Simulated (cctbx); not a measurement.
# Accept or mend?

Cell a = 8.9590 Å, b = 7.2930 Å, c = 14.2670 Å, α = 90.00°, β = 90.00°, γ = 90.00°; space group Pnma (no. 62).

The data are simulated with cctbx, not measured: Mo Kα, λ = 0.71073 Å, to d = 0.7 Å, 70 % of the full sphere, strongest reflection 20000 counts, noise from counting, a 3 % proportional error and a noise floor of 8 counts (s.d.); no absorption.

An anisotropic refinement with weights 1/σ² prints:

```text
Rint 0.037, 1527 unique reflections to 0.70 A
cycle     R1     wR2    GooF  max shift (A)
   1  0.3864  0.6934  23.007   0.03660
   4  0.1553  0.3830  12.708   0.00005
final R1 0.1553 wR2 0.3830 GooF 12.708  parameters 45  data/parameter 33.9
atom        x        y        z      Ueq    occ   su(xyz)  su(Uiso or U11)
Cs1    0.80635  0.75000  0.92954  -0.0172  1.000  0.00020  0.0007  NPD
Tl1    0.96970  0.25000  0.78996   0.0169  1.000  0.00032  0.0012
Br1    0.96948  0.75000  0.79921  -0.0018  1.000  0.00053  0.0018  NPD
Cl1    0.33671  0.99452  0.12646   0.0042  1.000  0.00124  0.0036
Cl2    0.70457  0.75000  0.08370   0.0018  1.000  0.00135  0.0047  NPD
Cl3    0.00000  0.50000  0.00000   0.0029  1.000  0.00000  0.0051  NPD
Na1    0.81972  0.75000  0.57772   0.0035  1.000  0.00278  0.0104  NPD
difference map: max 75.09 min -13.99 rms 2.92
Q1    0.1913  0.2500  0.0699    4   76.27  0.02 A from Cs1
Q2    0.0283  0.2500  0.2052    4   13.27  0.07 A from Br1
Q3    0.1546  0.2500  0.4296    4    9.00  0.25 A from Na1
Q4    0.1743  0.7500  0.4187    4    6.58  0.27 A from Cl2
Q5    0.0567  0.2500  0.9424    4    6.23  2.06 A from Cl3
Q6    0.9925  0.2500  0.9256    4    6.04  1.95 A from Tl1
```

**Question.** Can this result stand? If not, what is the likely fault?

Mend it. The fault: elements exchanged: Tl1 is Cs and Cs1 is Tl. Against the right model at the same level, R1 goes from 0.0128 to 0.1553 and GooF from 0.92 to 12.71, U of Cs1 shrinks from 0.0034 to -0.0172 Å², U of Tl1 swells from 0.0034 to 0.0169 Å², the top difference peak, 76.3 e/Å³, lies on Cs1 and Cs1, Br1, Cl2, Cl3 and Na1 go non-positive-definite. Tl1 has 26 electrons too many and its U swells to shed them, as expected; Cs1 has 26 electrons too few and its U shrinks to make up, as expected.

The compound is CsNaTlBrCl4. The right model at the same level gives:

```text
Rint 0.037, 1527 unique reflections to 0.70 A
cycle     R1     wR2    GooF  max shift (A)
   1  0.0198  0.0446   1.479   0.00161
   2  0.0128  0.0276   0.915   0.00000
final R1 0.0128 wR2 0.0276 GooF 0.915  parameters 45  data/parameter 33.9
atom        x        y        z      Ueq    occ   su(xyz)  su(Uiso or U11)
Tl1    0.80647  0.75000  0.92959   0.0034  1.000  0.00001  0.0001
Cs1    0.96987  0.25000  0.78973   0.0034  1.000  0.00002  0.0001
Br1    0.96948  0.75000  0.79909   0.0027  1.000  0.00004  0.0001
Cl1    0.33721  0.99397  0.12641   0.0079  1.000  0.00008  0.0002
Cl2    0.70255  0.75000  0.08340   0.0066  1.000  0.00009  0.0003
Cl3    0.00000  0.50000  0.00000   0.0070  1.000  0.00000  0.0004
Na1    0.82449  0.75000  0.57762   0.0052  1.000  0.00016  0.0006
difference map: max 1.21 min -1.28 rms 0.25
Q1    0.1121  0.7500  0.1256    4    1.23  1.41 A from Cs1
Q2    0.0522  0.7500  0.8903    4    1.21  1.50 A from Br1
Q3    0.2371  0.7500  0.9708    4    1.20  1.04 A from Na1
Q4    0.2457  0.7500  0.0842    4    1.08  2.05 A from Cl1
Q5    0.2422  0.2500  0.8820    4    1.05  0.70 A from Cl2
Q6    0.2124  0.2500  0.7091    4    1.05  2.18 A from Cl1
```

This is a model crystal, built by substitution and not relaxed, with assumed displacement parameters.

[Middle refinement cycles are left out of these outputs.]

[Logs are printed without paths, hosts, clocks, repeated set-up lines and the standing remarks that a program may print on its own settings, such as how far it seeks lower states.]
